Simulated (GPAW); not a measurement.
# How the form of the self-energy moves the gap of KZnF3 (Pm-3m), part 2 of 2

Wanted: the gap of KZnF3 (Pm-3m) under several approximations, with cost.

GPAW 26.7.0; PBE and many-body steps on it, plane waves. Known limits of the many-body steps: not at the basis limit; d shell near the gap, gap tends to lie low; coarse k mesh.

So far. Step 2 (Empty states on the mesh, 4×4×4 mesh, 315 bands): On this mesh the gap is 3.811 eV. Step 3 (G0W0, Godby-Needs plasmon pole): The gap on the mesh goes from 3.81 eV to 7.68 eV, a correction of +3.87 eV.

### Step 5. G0W0, extrapolated in the cutoff

This step: G0W0 on PBE, plane waves, PAW.

The input, run.py:

```python
import json
import numpy as np
from gpaw.mpi import world
from gpaw.response.g0w0 import G0W0

gw = G0W0('full.gpw',
    filename='gw',
    kpts=[0, 9],
    bands=(19, 23),
    ecut=160.0,
    integrate_gamma='WS',
    ppa=True,
    ecut_extrapolation=True)
gw.calculate()
res = {mode: {k: v for k, v in r.items() if k != 'sigma_eskwn'}
       for mode, r in gw.all_results.items()}

if world.rank == 0:
    with open('result.json', 'w') as f:
        json.dump(res, f, default=lambda x: x.tolist())
```

The run is started by

```
$ mpirun -n 4 gpaw python run.py
```

Numbers of over 12 decimals in the logs are rounded to 6 here.

Log:

```text
Using integrator: PointIntegrator
FrequencyGridDescriptor(from 0.000+0.000j to 0.000+27.211j eV, 2 points)
Nonperiodic BCs:  [False False False]
Using integrator: PointIntegrator
FrequencyGridDescriptor(from 0.000+0.000j to 0.000+27.211j eV, 2 points)
Nonperiodic BCs:  [False False False]
  ___  _ _ _
 |   || | | |
 | | || | | |
 |__ ||_____|
 |___|

BZ k-points: Symmetries present (total): 48

  [... matrices ...]
64 k-points: 4 x 4 x 4 Monkhorst-Pack grid + [1/8,1/8,1/8]
10 k-points in the irreducible part of the Brillouin zone
       k-points in crystal coordinates                weights
   0:     0.00000000    0.00000000    0.00000000          1/64
   1:     0.25000000    0.00000000    0.00000000          6/64
   2:     0.25000000    0.25000000    0.00000000         12/64
[...]
8:     0.50000000    0.50000000    0.25000000          6/64
   9:     0.50000000    0.50000000    0.50000000          1/64

Distributing spins, k-points and bands (1 x 2 x 4) over 4 processes
Number of blocks: 1

Quasi particle states:
k-points (IBZ indices): [0, 9]
Band range: (19, 23)
  [... matrices ...]
Computational parameters:
Extrapolating to infinite plane wave cut-off using points at:
  137.884 eV
  147.917 eV
  160.000 eV
Number of bands: 305
Coulomb cutoff: None
Broadening: 0.1 eV

fxc modes: GW
Kernel: RPA
Using Godby-Needs plasmon-pole approximation:
  Fitting energy: i*E0, E0 = 1.000 Hartree
Summing all q:

Calculating screened Coulomb potential
No Coulomb truncation
FrequencyGridDescriptor(from 0.000+0.000j to 0.000+27.211j eV, 2 points)
Removing empty qpoint cache files...

Calculating chi0 body with:
    Ground state adapter containing:
    Number of spins: 1
    Number of kpoints: 64
    Number of irreducible kpoints: 10
[...]
Integrating chi0 body.

Symmetries of q_c:
    Direct symmetries (Uq -> q): 48
    Indirect symmetries (TUq -> q): 0
In total 48 allowed symmetries.

  [... matrices ...]
10 groups of equivalent kpoints. 84.375% reduction.

Integral kind: response function
Integrating chi0 head and wings.

Symmetries of q_c:
    Direct symmetries (Uq -> q): 48
    Indirect symmetries (TUq -> q): 0
In total 48 allowed symmetries.

  [... matrices ...]
10 groups of equivalent kpoints. 84.375% reduction.

Integral kind: response function wings

Calculating chi0 body with:
    Ground state adapter containing:
    Number of spins: 1
    Number of kpoints: 64
    Number of irreducible kpoints: 10
    Number of completely occupied states: 21
    Number of partially occupied states: 21
    Occupied states memory: 4.4296875 M / cpu

    Linear response parametrization:
[... the further q-points ...]
Extrapolating selfenergy to infinite energy cutoff:
  Performing linear fit to 3 points
  Warning: Bad quality of linear fit for some (n,k).
           Higher cutoff might be necessary.
  Minimum R^2 = 0.4308. (R^2 Should be close to 1)
  [... matrices ...]
Results:
f:      Occupation numbers
eps:     KS-eigenvalues [eV]
vxc:     KS vxc [eV]
exx:     Exact exchange [eV]
sigma:   Self-energies [eV]
dsigma:  Self-energy derivatives
Z:       Renormalization factors
qp:      QP-energies [eV]

k-point 0 (0): (0.000, 0.000, 0.000)                GW
band       f     eps     vxc     exx   sigma  dsigma       Z      qp
                                                                   GW
  19   1.000  -0.061 -23.825 -31.388   4.906  -0.281   0.780  -2.134
  20   1.000  -0.061 -23.825 -31.388   4.906  -0.281   0.780  -2.134
  21   0.000   5.610 -14.336  -9.331  -3.392  -0.149   0.871   7.014
[...]
k-point 1 (9): (0.500, 0.500, 0.500)                GW
band       f     eps     vxc     exx   sigma  dsigma       Z      qp
                                                                   GW
[...]
21   0.000  10.223 -11.960  -6.466  -3.579  -0.137   0.880  11.908
  22   0.000  10.223 -11.960  -6.466  -3.579  -0.137   0.880  11.908
```

It took 9.2 min on 4 MPI ranks of Arm Neoverse N1, shared host; peak memory 1.8 GiB; 37 min of CPU time.

This step gave:

| Property | Result |
| --- | --- |
| quasiparticle gap on the points computed | 7.353 eV |
| least direct quasiparticle gap on the computed points | 9.148 eV |
| Z at the valence top | 0.7960 |
| Z at the conduction bottom | 0.8706 |
| starting gap on the mesh | 3.811 eV |
| k of the valence top | 0.5, 0.5, 0.5 |
| k of the conduction bottom | 0, 0, 0 |
| gaps at the cutoffs of the extrapolation | 7.489, 7.474, 7.462 eV |

Against G0W0 in GPAW (4×4×4 mesh, 141 bands, screening to 96 eV, Godby-Needs plasmon pole), the gap moves by −0.329 eV.

### Step 6. One-shot PBE0

This step: one-shot PBE0 levels on PBE orbitals, plane waves, PAW.

The input, run.py:

```python
import json
import numpy as np
from gpaw.mpi import world
from gpaw.hybrids.eigenvalues import non_self_consistent_eigenvalues

dft, vxc, vxc_hyb = non_self_consistent_eigenvalues('full.gpw', 'PBE0', 19, 23, kpt_indices=[0, 9])
res = {'dft': dft[0], 'hybrid': (dft - vxc + vxc_hyb)[0]}
if world.rank == 0:
    with open('hybrid.txt', 'w') as f:
        for k, e0, e1 in zip([0, 9], res['dft'], res['hybrid']):
            print(k, ' '.join(f'{x:9.4f}' for x in e0), '|', ' '.join(f'{x:9.4f}' for x in e1), file=f)

if world.rank == 0:
    with open('result.json', 'w') as f:
        json.dump(res, f, default=lambda x: x.tolist())
```

The run is started by

```
$ mpirun -n 4 gpaw python run.py
```

Log:

```text
IBZ(<points: 10, symmetries: 48>)
Occupied bands: 21
Transforming wave functions from IBZ to BZ: 0.070 seconds
Distributing wave functions and iFFT-ing to real space: 0.573 seconds
Calculating eigenvalues:
  k-points: 2
  Bands: 19-22 (inclusive)
  Seconds: 2.628 (wave-function broadcasting: 0.021 seconds)
HSE06-eigenvalue shifts:
  min: -2.554 eV
  ave: -0.713 eV
  max: 1.001 eV
```

Wall time 7.3 s (4 MPI ranks); peak memory 1 GiB.

Numbers from this step:

```
starting gap on the mesh                       : 3.811 eV
hybrid gap on the mesh                         : 7.233 eV
least direct hybrid gap on the computed points : 8.771 eV
```

### Step 7. G0W0, full frequency, Hilbert transform

This step: G0W0 on PBE, plane waves, PAW.

The input, run.py:

```python
import json
import numpy as np
from gpaw.mpi import world
from gpaw.response.g0w0 import G0W0

gw = G0W0('full.gpw',
    filename='gw',
    kpts=[0, 9],
    bands=(19, 23),
    ecut=96,
    nbands=141,
    integrate_gamma='WS',
    frequencies={'type': 'nonlinear', 'domega0': 0.1, 'omega2': 15.0},
    eta=0.1,
    nblocksmax=True)
gw.calculate()
res = {mode: {k: v for k, v in r.items() if k != 'sigma_eskwn'}
       for mode, r in gw.all_results.items()}

if world.rank == 0:
    with open('result.json', 'w') as f:
        json.dump(res, f, default=lambda x: x.tolist())
```

The run is started by

```
$ mpirun -n 4 gpaw python run.py
```

Log:

```text
Using integrator: PointIntegrator
NonLinearFrequencyDescriptor(from 0.000 to 112.586 eV, 275 points)
Nonperiodic BCs:  [False False False]
Using integrator: PointIntegrator
NonLinearFrequencyDescriptor(from 0.000 to 112.586 eV, 275 points)
Nonperiodic BCs:  [False False False]
  ___  _ _ _
 |   || | | |
 | | || | | |
 |__ ||_____|
 |___|

BZ k-points: Symmetries present (total): 48

  [... matrices ...]
64 k-points: 4 x 4 x 4 Monkhorst-Pack grid + [1/8,1/8,1/8]
10 k-points in the irreducible part of the Brillouin zone
[...]
GW
  19   1.000  -0.061 -23.825 -31.388   5.243  -0.262   0.792  -1.900
  20   1.000  -0.061 -23.825 -31.388   5.242  -0.262   0.792  -1.900
  21   0.000   5.610 -14.336  -9.331  -3.240  -0.148   0.871   7.148
[...]
k-point 1 (9): (0.500, 0.500, 0.500)                GW
band       f     eps     vxc     exx   sigma  dsigma       Z      qp
                                                                   GW
[...]
21   0.000  10.223 -11.960  -6.466  -3.386  -0.168   0.856  12.028
  22   0.000  10.223 -11.960  -6.466  -3.386  -0.168   0.856  12.028
```

Run time: 2.8 min. Hardware: 4 MPI ranks; peak memory 1.7 GiB.

Numbers from this step:

```
G0W0 gap on the points computed              : 7.693 eV
least direct G0W0 gap on the computed points : 9.048 eV
starting gap on the mesh                     : 3.811 eV
k of the valence top                         : 0.5, 0.5, 0.5
k of the conduction bottom                   : 0, 0, 0
```

Against G0W0 in GPAW (4×4×4 mesh, 141 bands, screening to 96 eV, Godby-Needs plasmon pole), the gap moves by +0.011 eV.

### Step 8. The runs together

Times are wall times on 4 MPI ranks of Arm Neoverse N1, shared host, good to a factor of about two.

```
                                    run   mesh  bands  screening cutoff (eV)  DFT gap (eV)  gap on the mesh (eV)  direct (eV)     time
         G0W0, Godby-Needs plasmon pole  4×4×4    141                     96         3.811                 7.682        9.049    100 s
                         one-shot HSE06  4×4×4      -                      -         3.811                 6.348        7.941    7.3 s
       G0W0, extrapolated in the cutoff  4×4×4      -                    160         3.811                 7.353        9.148  9.2 min
                          one-shot PBE0  4×4×4      -                      -         3.811                 7.233        8.771    7.3 s
G0W0, full frequency, Hilbert transform  4×4×4    141                     96         3.811                 7.693        9.048  2.8 min
```

### Step 9. Outcome

```json
{"G0W0, Godby-Needs plasmon pole": "7.682 eV", "one-shot HSE06": "6.348 eV", "G0W0, extrapolated in the cutoff": "7.353 eV", "one-shot PBE0": "7.233 eV", "G0W0, full frequency, Hilbert transform": "7.693 eV", "known limits": "not at the basis limit; d shell near the gap, gap tends to lie low; coarse k mesh"}
```

In words: One-shot HSE06: −1.334 eV against G0W0, Godby-Needs plasmon pole. G0W0, extrapolated in the cutoff: −0.329 eV against G0W0, Godby-Needs plasmon pole, at other bands or cutoff, so not like for like. One-shot PBE0: −0.449 eV against G0W0, Godby-Needs plasmon pole. G0W0, full frequency, Hilbert transform: +0.011 eV against G0W0, Godby-Needs plasmon pole. One-shot hybrid levels are evaluated on the PBE orbitals. Bands and cutoff are finite, so the gap is not at the basis limit. The miss can reach some tenths of an eV and take either sign; the mesh is an error of its own. These stock PAW sets were not made for GW. In the G0W0 runs levels were corrected at 2 k points alone, so a gap called «on the mesh» is the least over those, and an edge elsewhere would be missed. The program warns of a poor linear fit in the extrapolation of some level, so the extrapolated values are rough. The 4×4×4 mesh is coarse for this cell, which bears on the long-range parts of exchange and screening. This is the ideal cubic cell; many perovskites, halides above all, are cubic only on average, and local tilts or off-centring can widen the gap. A d shell, filled or nearly so, lies near the gap. One-shot GW converges very slowly in bands there, not always from below, and on a semilocal start the gap tends to come out low; starts rich in exact exchange can overshoot instead.

[Paths, hosts, dates, memory and timing lines, banners, echoed tables and standing remarks are left out of the program output.]

[Logs are printed without paths, hosts, clocks, repeated set-up lines and the standing remarks that a program may print on its own settings, such as how far it seeks lower states.]

[Runs of the session that timed out or met a known fault of the program may be left out.]

[Hosts, paths, dates, database ids (printed as entryN), source tags and the programs' standing remarks are cut or masked in the printed files.]
